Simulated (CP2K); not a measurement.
Consider acrylic acid at its PBE geometry (Å).

```xyz
9

C    -1.5687   -0.2093   -0.2385
C    -0.4658    0.3596    0.2623
C     0.8836   -0.1538   -0.0745
O     1.8612    0.5960    0.5468
O     1.1438   -1.1061   -0.7973
H    -1.4932   -1.0675   -0.9070
H    -2.5601    0.1695    0.0070
H    -0.5109    1.2190    0.9310
H     2.7100    0.1927    0.2703
```

Method: CP2K XAS_TDP, all-electron GAPW, PBEh(45%), aug-cc-pVDZ, TDA, GW2X-corrected core level, no relativity.

Q: Predict the bright core excitations at the C K edge.

Leading lines: C1 286.44 eV, C2 286.87 eV and C3 290.01 eV. The leading line of an atom is its first one with 35 % of the strongest within 2.5 eV of its lowest line over the strength cut. Core ionisation energies at this level: C2 292.84, C3 296.79 and C1 293.06 eV.

The first six lines of each atom with a strength over 0.0015:

```
                    atom  energy (eV)  states  strength, one atom  above the computed threshold
C1 (bonded to C and 2 H)       286.44       1              0.0532                              
                               290.98       1              0.0084                              
                               291.66       1              0.0163                              
                               292.63       1              0.0071                              
                               292.74       2              0.0042                              
                               293.31       1              0.0042                           yes
C2 (bonded to 2 C and H)       286.87       1              0.0354                              
                               290.86       1              0.0106                              
                               291.01       1              0.0209                              
                               291.61       1              0.0065                              
                               291.86       1              0.0018                              
                               292.57       1              0.0018                              
C3 (bonded to C and 2 O)       290.01       1              0.0642                              
                               294.77       1              0.0177                              
                               294.91       1              0.0026                              
                               295.64       1              0.0020                              
                               296.51       1              0.0038                              
                               296.88       1              0.0217                           yes
```

Lines are vertical, at one geometry, with no vibrational structure. GW2X ionisation energies and lines can be off by 1 to 2 eV either way, and a good line position may hide errors that cancel. These values hold no scalar relativity, about 0.1 eV for C 1s. Rydberg lines, and the discretised continuum above threshold, depend on the basis and the box.

[Banner, clock and machine lines of the logs are left out without a mark of their own.]

[Logs are printed without paths, hosts, clocks, repeated set-up lines and the standing remarks that a program may print on its own settings, such as how far it seeks lower states.]

[Hosts, paths, dates, database ids (printed as entryN), source tags and the programs' standing remarks are cut or masked in the printed files.]
